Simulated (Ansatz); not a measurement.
# Relaxing random alloy of the fcc Cu-Al line, x = 0.0312 (128 atoms)

Aim: bring random alloy of the fcc Cu-Al line, x = 0.0312 (128 atoms) to a nearby minimum of the energy and see what moves.

Method: Kohn-Sham DFT, PBE, PAW (set soft_2), plane waves, in Ansatz 0.2.0.

## (1) Starting point

The cell holds 128 atoms: 4 Al and 124 Cu. Cell: a = 12.636 Å, b = 12.636 Å, c = 12.636 Å, α = 109.5°, β = 109.5°, γ = 109.5°. It derives from Cu (fcc Cu-Al) and Al. Fcc Cu-Al: 128 atoms, 4 of 128 Cu sites given to Al at random, cell and internal coordinates interpolated linearly between the end members (Vegard's rule); not relaxed, displaced by a Gaussian of 0.02 Å. Lattice constants are starting values near those of PBE.

Before any run, some limits are plain. The host structure and its lattice constant were typed by rule, without a check against the phase diagram.

## (2) Single point at the start

A single point comes first, to see the forces before anything moves.

File input.yaml:

```yaml
crystal:
  lattice:
    - [-7.29511, 7.29511, 7.29511]
    - [7.29511, -7.29511, 7.29511]
    - [7.29511, 7.29511, -7.29511]
  atoms:
    - { symbol: Al, position: [0.49844, 0.0015, 0.00139] }
    - { symbol: Cu, position: [0.74803, 0.12037, 0.12472] }
    - { symbol: Cu, position: [0.62439, 0.25283, 0.12635] }
    - { symbol: Cu, position: [0.62418, 0.12183, 0.25166] }
    - { symbol: Cu, position: [0.75103, 0.25111, 0.99903] }
    - { symbol: Cu, position: [0.99856, 0.37229, 0.12326] }
    - { symbol: Cu, position: [0.87429, 0.49855, 0.12586] }
    - { symbol: Cu, position: [0.87692, 0.37726, 0.25281] }
    - { symbol: Cu, position: [0.74889, 0.00107, 0.2503] }
    - { symbol: Cu, position: [0.00036, 0.12444, 0.37335] }
    - { symbol: Cu, position: [0.87351, 0.24811, 0.37351] }
    - { symbol: Cu, position: [0.87406, 0.12382, 0.49792] }
    - { symbol: Cu, position: [0.0026, 0.00074, 0.99879] }
    - { symbol: Al, position: [0.24852, 0.1248, 0.12575] }
    - { symbol: Cu, position: [0.12739, 0.24905, 0.1263] }
    - { symbol: Cu, position: [0.12814, 0.12701, 0.24939] }
    - { symbol: Cu, position: [0.25126, 0.25058, 0.00101] }
    - { symbol: Cu, position: [0.49795, 0.37404, 0.12295] }
    - { symbol: Cu, position: [0.37695, 0.50086, 0.12552] }
    - { symbol: Cu, position: [0.3766, 0.37749, 0.25167] }
    - { symbol: Cu, position: [0.50242, 0.49967, 0.00068] }
    - { symbol: Cu, position: [0.75057, 0.62449, 0.12526] }
    - { symbol: Cu, position: [0.63008, 0.75455, 0.12863] }
    - { symbol: Cu, position: [0.62233, 0.62239, 0.24611] }
    - { symbol: Cu, position: [0.75163, 0.75065, 0.00142] }
    - { symbol: Cu, position: [0.00072, 0.87336, 0.12181] }
    - { symbol: Cu, position: [0.87574, 1.0e-05, 0.12636] }
    - { symbol: Cu, position: [0.87582, 0.87529, 0.24998] }
    - { symbol: Cu, position: [0.24924, 0.99935, 0.25043] }
    - { symbol: Cu, position: [0.50172, 0.12707, 0.37568] }
    - { symbol: Cu, position: [0.37474, 0.25113, 0.3769] }
    - { symbol: Cu, position: [0.37569, 0.12423, 0.4997] }
    [... 90 atom lines left out ...]
    - { symbol: Cu, position: [0.62199, 0.00151, 0.87189] }
    - { symbol: Cu, position: [0.62439, 0.8748, 0.00047] }
    - { symbol: Cu, position: [0.00195, 0.75368, 0.7506] }
    - { symbol: Cu, position: [0.25185, 0.8747, 0.8787] }
    - { symbol: Cu, position: [0.12715, 0.99876, 0.87357] }
    - { symbol: Cu, position: [0.12228, 0.87443, 0.99794] }
kpoints:
  mp_grid: { grid: [2, 2, 2] }
hamiltonian:
  xc: pbe
scf:
  occupations: { method: fermi_dirac, width: 0.1 }
output:
  forces: true
```

Launch:

```bash
ansatz run input.yaml --threads 6 --pin off --max-ram 102400MiB --backend cuda --events-out ev --progress --plain --runs-dir out
```

Numbers of over 12 decimals in the logs are rounded to 6 here.

The log of the run:

```text
Engine: ansatz 0.2.0, x86_64-unknown-linux-gnu
Pseudopotentials: kind: paw
Pseudopotential: Al, paw, valence charge 3, recommended cutoff 420 eV (normal), Al.paw.azcp
Pseudopotential: Cu, paw, valence charge 19, recommended cutoff 420 eV (normal), Cu.paw.azcp
[... 5 lines on functional and potentials left out ...]
concurrent solve slots: 4 of 6 are kept, ahead of what memory takes: no pass of the eigensolver takes more rounds on 4
device memory: the entry about to start is reckoned to put 39.2 GiB on a device that reports 64.3 GiB free
GPU FFT provider: cuFFT
GPU libraries: cuBLAS 13.8.2, cuFFT 12.4.0, cuSOLVER 12.3.4
Crystal: 128 atoms, lattice volume = 1552.943 Å³
Basis set: ecut = 420 eV, 30501 PW (Γ), exchange–correlation on 180×180×180 points (8 copies of the dense FFT grid, shifted against one another)
Bands: 1312, of which v1, the nominal top of the filled ones, is band 1184 counted from 1 (1183 counted from 0)
Symmetry: 1 space group operations
Space group: P1 (ITA 1), of the structure as read, at distance tolerance 1.2e-4 Å
k-points: 8
[... 5 lines on functional and potentials left out ...]
Initial density: superposition of atomic densities (neutral atoms: chi_scale 0, normalization atom), corrected by the library's trained network
Initial wavefunctions: pseudopotential atomic-orbital guess
GPU buffer pool allocated for 729000 grid points (all kernels)
GPU transforms: local potential and band sums: pruned to the plane-wave sphere, on 90×90×90
Functional: x = pbe(κ = 0.804, μ = 0.219515), c = pbe(β = 0.066725)
SCF iter   1: F=—  HF=-823674.456674 eV  |F-HF|=—  |Δ(HF+E_count)|=         —  Δρ=2.00e-3  dr2=1.06e-1  ethr=1.77e-3  ⟨swp⟩=5.0  Hψ=29031  notcnv=0  defer=177
preconditioner: auto → Kerker (q_TF=auto, 2.927 Å⁻¹)  [metal: Δε(μ)=0.015 eV  Ē_g=6.930 eV  σ=0.100 eV  W_gap=0.04  n_scr=674 (ndim 8)  ℏωp=35.0 eV  f_vac=0.001  D(μ)=42.77/eV (n_scr^D=320)]
SCF iter   2: F=—  HF=-823674.463348 eV  |F-HF|=—  |Δ(HF+E_count)|=   6.67e-3  Δρ=7.33e-4  dr2=3.43e-2  ethr=4.49e-6  ⟨swp⟩=2.0  Hψ=18136  notcnv=0  defer=542
SCF iter   3: F=—  HF=-823674.487393 eV  |F-HF|=—  |Δ(HF+E_count)|=   2.40e-2  Δρ=5.31e-4  dr2=1.87e-2  ethr=1.45e-6  ⟨swp⟩=1.0  Hψ=9886  notcnv=0  defer=542
SCF iter   4: F=—  HF=-823674.510062 eV  |F-HF|=—  |Δ(HF+E_count)|=   2.27e-2  Δρ=1.33e-4  dr2=2.61e-3  ethr=7.88e-7  ⟨swp⟩=1.9  Hψ=9956  notcnv=0  defer=542
SCF iter   5: F=—  HF=-823674.461970 eV  |F-HF|=—  |Δ(HF+E_count)|=   4.81e-2  Δρ=1.32e-4  dr2=5.04e-4  ethr=1.10e-7  ⟨swp⟩=1.9  Hψ=11179  notcnv=0  defer=542
SCF iter   6: F=—  HF=-823674.461907 eV  |F-HF|=—  |Δ(HF+E_count)|=   6.27e-5  Δρ=4.55e-5  dr2=5.27e-5  ethr=2.13e-8  ⟨swp⟩=2.0  Hψ=16582  notcnv=0  defer=542
SCF iter   7: F=—  HF=-823674.486715 eV  |F-HF|=—  |Δ(HF+E_count)|=   2.48e-2  Δρ=1.59e-5  dr2=8.36e-6  ethr=2.23e-9  ⟨swp⟩=2.6  Hψ=18410  notcnv=0  defer=542
SCF iter   8: F=—  HF=-823674.486714 eV  |F-HF|=—  |Δ(HF+E_count)|=   2.65e-7  Δρ=9.03e-6  dr2=1.61e-6  ethr=3.53e-10  ⟨swp⟩=2.0  Hψ=19323  notcnv=0  defer=542
SCF iter   9: F=—  HF=-823674.486715 eV  |F-HF|=—  |Δ(HF+E_count)|=   3.28e-8  Δρ=4.94e-6  dr2=2.78e-7  ethr=6.82e-11  ⟨swp⟩=2.0  Hψ=19383  notcnv=0  defer=542
SCF iter  10: F=-823674.486714 eV  HF=-823674.486714 eV  |F-HF|=6.48e-8  |Δ(HF+E_count)|=   4.78e-8  Δρ=1.98e-6  dr2=6.34e-8  ethr=4.22e-12  ⟨swp⟩=4.9  Hψ=38605  notcnv=0
SCF 1 converged in 10 iterations: F = -823674.486714 eV  dr2 = 6.34e-8
  greatest PAW one-centre occupation: 1.000 electrons in one spin orbital (limit 2), on the Cu atom at site 120 (counted from 0), in its partial waves of l = 0
SCF converged after 10 iterations
Free energy (F): -823674.486714 eV
Harris-Foulkes:  -823674.486714 eV  (|F-HF|=6.48e-8)
Internal energy: -823673.102848 eV  (E = F + TS)
E sigma→0 (E₀):  -823673.794781 eV
Entropy (-TS):   -1.383867 eV (-10.811 meV/atom)
Fermi energy:    16.053516 eV
--- Per-component energies (eV) ---
  E_band       = -45998.177647
  E_kinetic    = 37261.070011
  E_local      = -522815.012212  (includes V_loc(G=0)·N_el)
  E_nonlocal   = 48393.333263
  E_hartree    = 230835.065047
  E_xc         = -11250.959885
  E_vxc        = -14428.729168  (∫ρ·V_xc dr)
  E_paw        = -208085.263450  (= ΣΔE_a)
  E_vpaw       = -56079.058421  (= ΣTr[D̂ρ^β])
  E_aug_tail   = 0.030915  (compensation charges beyond the density's cutoff)
  E_ewald      = -398011.366537
  E_smearing   = -1.383867  (= −TS)
  E_closure    = -0.000000  (closes the sum)
  Σ components = -823674.486714   (vs F -823674.486714, Δ=0.00e0)
--- Forces (eV/Å), atoms counted from 1 ---
  atom   1  Al    -0.13810064     0.17575272     0.10265294
  atom   2  Cu     0.16866325    -0.16822299     0.31745531
  atom   3  Cu    -0.21172732     0.15665832    -0.02044006
  atom   4  Cu     0.15033999    -0.21093720     0.37765588
  atom   5  Cu     0.10024239     0.07264362    -0.16709495
  atom   6  Cu     0.07098700     0.04298788     0.16930174
  atom   7  Cu    -0.02181070    -0.07137628     0.18448074
  atom   8  Cu    -0.30514246    -0.04097433    -0.20125758
  atom   9  Cu    -0.16125130     0.18079293     0.12336743
  atom  10  Cu     0.12700134     0.01849212     0.01773136
  atom  11  Cu     0.09445826     0.05146506     0.24511044
  atom  12  Cu     0.01235096     0.01287334    -0.01189440
  atom  13  Cu     0.13300522    -0.22131409    -0.23075136
  atom  14  Al    -0.14049909     0.11715493     0.18147258
[...]
atom 127  Cu     0.16102300    -0.16859143    -0.01300748
  atom 128  Cu    -0.05651443     0.16179880     0.02555678
  max |Σ_I F_I| component: 8.62e-6 eV/Å
```

Run time: 8.9 s. Hardware: 1 × NVIDIA H100 80GB HBM3 with 6 threads of AMD EPYC 7R13 (Zen 3), shared host; peak memory 2 GiB.

That memory is the host's; the program planned up to 39.2 GiB on the GPU.

Numbers from this run:

```
free energy            : -823674.4867 eV
free energy per atom   : -6434.9569 eV/atom
SCF cycles             : 10
r.m.s. force component : 0.1597 eV/Å
longest force          : 0.915 eV/Å
Fermi energy           : 16.05 eV
```

The r.m.s. force component of 0.16 eV/Å sets the starting point.

Length of the force by element:

```
element  coordination  atoms  mean length of the force (eV/Å)  spread   least   most
     Al           all      4                            0.564   0.313   0.246  0.915
     Cu           all    124                            0.233   0.107  0.0214  0.721
```

## (3) Cell and atoms relaxed

The cell is relaxed with the atoms, since the starting lattice needn't suit this functional.

input.yaml: that of step 2 with these lines changed.

```diff
@@ -15 +15,5 @@
   forces: true
+relax:
+  f_tol: 0.04
+  max_steps: 150
+  cell: {}
```

The log of the run:

```text
[...]
GPU FFT provider: cuFFT
GPU libraries: cuBLAS 13.8.2, cuFFT 12.4.0, cuSOLVER 12.3.4
Crystal: 128 atoms, lattice volume = 1552.943 Å³
Basis set: ecut = 420 eV, 30501 PW (Γ), exchange–correlation on 180×180×180 points (8 copies of the dense FFT grid, shifted against one another)
Bands: 1421, of which v1, the nominal top of the filled ones, is band 1184 counted from 1 (1183 counted from 0)
Symmetry: 1 space group operations
[...]
k-points: 8
[...]
GPU buffer pool allocated for 729000 grid points (all kernels)
[...]
SCF iter   1: F=—  HF=-823674.461351 eV  |F-HF|=—  |Δ(HF+E_count)|=         —  Δρ=2.05e-3  dr2=1.07e-1  ethr=1.77e-3  ⟨swp⟩=5.0  Hψ=39588  notcnv=0  defer=561
[...]
SCF iter  10: F=-823674.486714 eV  HF=-823674.486715 eV  |F-HF|=4.62e-8  |Δ(HF+E_count)|=   2.01e-8  Δρ=1.80e-6  dr2=3.97e-8  ethr=4.22e-12  ⟨swp⟩=4.0  Hψ=31790  notcnv=0
SCF 1 converged in 10 iterations: F = -823674.486714 eV  dr2 = 3.97e-8
[...]
relax step   1: F+E_penalty+E_count = -823674.48671449 eV  Δ(F+E_penalty+E_count) = +0.000e0 eV  max|allowed force component| = 8.683e-1 eV/Å  Δτ_max = 0.0000 Å  P = -0.818 GPa  Ω = 1552.943 Å³  (10 SCF iters, dr2 threshold 1.00e-7 eV, accepted)
[...]
relax step   2: F+E_penalty+E_count = -823674.86538556 eV  Δ(F+E_penalty+E_count) = -3.787e-1 eV  max|allowed force component| = 4.290e-1 eV/Å  Δτ_max = 0.0423 Å  P = -0.323 GPa  Ω = 1545.874 Å³  energy of the carried Pulay correction = +5.159e-3 eV  (8 SCF iters, dr2 threshold 1.28e-5 eV, accepted)
[...]
relax step   3: F+E_penalty+E_count = -823675.11732297 eV  Δ(F+E_penalty+E_count) = -2.519e-1 eV  max|allowed force component| = 4.708e-2 eV/Å  Δτ_max = 0.0542 Å  P = +0.002 GPa  Ω = 1541.301 Å³  energy of the carried Pulay correction = +8.509e-3 eV  (8 SCF iters, dr2 threshold 1.15e-5 eV, accepted)
[...]
relax step   4: F+E_penalty+E_count = -823675.11799092 eV  Δ(F+E_penalty+E_count) = -6.679e-4 eV  max|allowed force component| = 1.578e-3 eV/Å  Δτ_max = 0.0087 Å  P = +0.001 GPa  Ω = 1541.318 Å³  energy of the carried Pulay correction = +8.496e-3 eV  (6 SCF iters, dr2 threshold 1.39e-7 eV, accepted)
[...]
relax step   5: F+E_penalty+E_count = -823675.10988116 eV  Δ(F+E_penalty+E_count) = +8.110e-3 eV  max|allowed force component| = 1.652e-3 eV/Å  Δτ_max = 0.0000 Å  P = +0.009 GPa  Ω = 1541.318 Å³  stress off target by 1.01e-2 GPa  SCF on the basis re-selected at this cell (its energy is not comparable with the rows above)  (7 SCF iters)
basis re-selected at this cell: Δ(F+E_penalty+E_count) = +8.110e-3 eV, ΔP = +0.007 GPa vs the last step (what re-selecting the basis moved, of the pressure what is left beyond the Pulay correction that the steps carried, after the strain that the cell walked since its last selection, [...]
SCF converged after 7 iterations
Free energy (F): -823675.109881 eV
[...]
Internal energy: -823673.714675 eV  (E = F + TS)
E sigma→0 (E₀):  -823674.412278 eV
Entropy (-TS):   -1.395206 eV (-10.900 meV/atom)
Fermi energy:    16.209868 eV
[...]
--- Forces (eV/Å), atoms counted from 1 ---
  atom   1  Al    -0.00015532    -0.00001559    -0.00019380
  atom   2  Cu    -0.00004811     0.00013844     0.00013237
  atom   3  Cu    -0.00029221     0.00008826    -0.00037603
  atom   4  Cu     0.00027462    -0.00014055     0.00015145
  atom   5  Cu    -0.00032010    -0.00011321    -0.00012002
  atom   6  Cu     0.00080006     0.00022049     0.00011824
  atom   7  Cu    -0.00053207    -0.00051534    -0.00058967
  atom   8  Cu    -0.00040837    -0.00062182    -0.00045626
  atom   9  Cu     0.00010421     0.00013291    -0.00011041
  atom  10  Cu     0.00007927     0.00004372     0.00004498
  atom  11  Cu     0.00011692     0.00012916    -0.00000800
  atom  12  Cu     0.00004263     0.00014029     0.00008638
  atom  13  Cu    -0.00000241     0.00025674     0.00018558
  atom  14  Al    -0.00001460     0.00002221     0.00023142
[...]
atom 127  Cu     0.00016817    -0.00001755     0.00003310
  atom 128  Cu    -0.00020019    -0.00009902     0.00021959
  max |Σ_I F_I| component: 7.92e-7 eV/Å
--- Stress (GPa, compression-positive) ---
        0.008966       0.000204       0.000087
        0.000204       0.008796      -0.001634
        0.000087      -0.001634       0.008143
  P = ⅓ Tr σ = 0.0086 GPa (0.086 kbar)
--- Band table (eV; the first three rows and the last of 8) ---
[...]
--- Relaxed structure (4 steps of the walk, 4 accepted, 1 SCFs on fresh bases) ---
  F+E_penalty+E_count = -823675.10988116 eV   max|allowed force component| = 1.652e-3 eV/Å   (the final SCF, on the basis selected at the relaxed cell)
  cell:  # Å, volume = 1541.3180 Å³
    - [-7.275291, 7.280051, 7.281526]
    - [7.275329, -7.274801, 7.276314]
    - [7.274220, 7.273730, -7.276275]
  atoms:
    - { symbol: Al, position: [0.500963, 0.000488769, 0.000998258] }
    - { symbol: Cu, position: [0.751121, 0.125117, 0.125585] }
    - { symbol: Cu, position: [0.625175, 0.250631, 0.125026] }
    - { symbol: Cu, position: [0.626183, 0.125913, 0.251566] }
[...]
- { symbol: Cu, position: [0.124361, 0.874024, 0.999269] }
```

Elapsed: 39 s, on 1 × NVIDIA H100 80GB HBM3 with 6 threads; peak memory 2.2 GiB; 1.9 min of CPU time.

That memory is the host's; the program planned up to 40.1 GiB on the GPU.

The program notes that the band table was not solved further than the SCF left it.

Relaxation path:

```csv
step,energy less that of the first step (eV),largest force component (eV/Å),pressure (GPa),volume (Å³)
1,0.0000,0.8683,-0.82,1552.94
2,-0.3787,0.4290,-0.32,1545.87
3,-0.6306,0.0471,0.00,1541.30
4,-0.6313,0.0016,0.00,1541.32
5*,-0.6232,0.0017,0.01,1541.32
```

Relaxation steps marked * repeat the geometry before them on a plane-wave basis chosen anew for their cell, so energy and pressure can jump there.

| cell as run | before | after | change |
| --- | --- | --- | --- |
| a (Å) | 12.636 | 12.608 | -0.2 % |
| b (Å) | 12.636 | 12.602 | -0.3 % |
| c (Å) | 12.636 | 12.600 | -0.3 % |
| γ (°) | 109.47 | 109.45 | -0.0 % |
| volume (Å³/atom) | 12.13 | 12.04 | -0.7 % |

The atoms that moved most (Å, as changes of fractional coordinates times the final cell):

```csv
atom,dx,dy,dz,length
Al38,-0.005,-0.078,-0.042,0.088
Al109,-0.020,0.038,0.076,0.087
Cu105,-0.027,0.023,-0.076,0.084
Cu113,0.041,0.044,0.050,0.078
Cu85,0.057,-0.042,-0.007,0.070
Cu123,-0.016,0.064,0.004,0.066
Cu57,-0.046,0.041,0.008,0.062
Cu42,-0.039,0.043,-0.021,0.062
```

The relaxation changed the energy by -4.87 meV/atom, and atoms moved by 0.037 Å r.m.s., 0.088 Å at most.

## (4) Local order after relaxation

Bonds before and after, by the cutoffs listed below:

```
 pair  bonds before  bonds after  mean before (Å)  mean after (Å)  spread before (Å)  spread after (Å)
Cu-Cu           721          721            2.580           2.572              0.028             0.007
Cu-Al            46           46            2.576           2.581              0.028             0.020
Al-Al             1            1            2.583           2.743              0.000             0.000
```

Density 8.61 g/cm³, 12.04 Å³ an atom.

g(r), total and by pair (bins of 0.2 Å):

```
r (Å)  total  Cu-Cu  Cu-Al  Al-Al
 2.50   8.55   8.65   7.10   0.00
 2.70   0.13   0.03   1.44  10.30
 2.90   0.00   0.00   0.00   0.00
 3.10   0.00   0.00   0.00   0.00
 3.30   0.00   0.00   0.00   0.00
 3.50   0.02   0.00   0.39   0.00
 3.70   2.16   2.18   1.86   0.00
 3.90   0.00   0.00   0.00   0.00
 4.10   0.00   0.00   0.00   0.00
 4.30   0.03   0.00   0.52   0.00
 4.50   5.74   5.75   5.31   3.83
 4.70   0.00   0.00   0.00   0.00
 4.90   0.00   0.00   0.00   0.00
 5.10   2.17   2.17   2.06   2.92
 5.30   0.01   0.00   0.09   0.00
 5.50   0.00   0.00   0.00   0.00
 5.70   3.43   3.46   3.11   0.00
 5.90   0.04   0.01   0.47   0.00
 6.10   0.00   0.00   0.00   0.00
 6.30   0.96   0.96   0.99   0.00
 6.50   0.00   0.00   0.00   0.00
 6.70   1.22   1.18   1.81   1.70
 6.90   3.74   3.78   3.20   1.62
 7.10   0.00   0.00   0.00   0.00
 7.30   0.54   0.54   0.56   0.00
 7.50   0.00   0.00   0.00   0.00
 7.70   2.89   2.89   2.83   3.85
 7.90   0.00   0.00   0.04   0.00
```

Bonds by pair of elements; cutoffs follow the first minimum of g(r), held within bounds set by covalent radii, and pairs that aren't listed don't count as bonded:

```csv
pair A-B,cutoff (Å),bonds,mean length (Å),spread (Å),shortest (Å),B about A,A about B
Cu-Cu,2.98,721,2.57,0.007,2.55,11.6,11.6
Cu-Al,2.98,46,2.58,0.02,2.53,0.371,11.5
Al-Al,3.05,1,2.74,0,2.74,0.5,0.5
```

How many atoms have how many bonded neighbours:

| element | mean | 12 |
| --- | --- | --- |
| Al | 12 | 4 |
| Cu | 12 | 124 |

Counting bonds as in the table, all Al atoms have 12 and all Cu atoms have 12 bonded neighbours.

(Part 1 of 3 ends here.)

[Logs are printed without paths, hosts, clocks, repeated set-up lines and the standing remarks that a program may print on its own settings, such as how far it seeks lower states.]

[Hosts, paths, dates, database ids (printed as entryN), source tags and the programs' standing remarks are cut or masked in the printed files.]
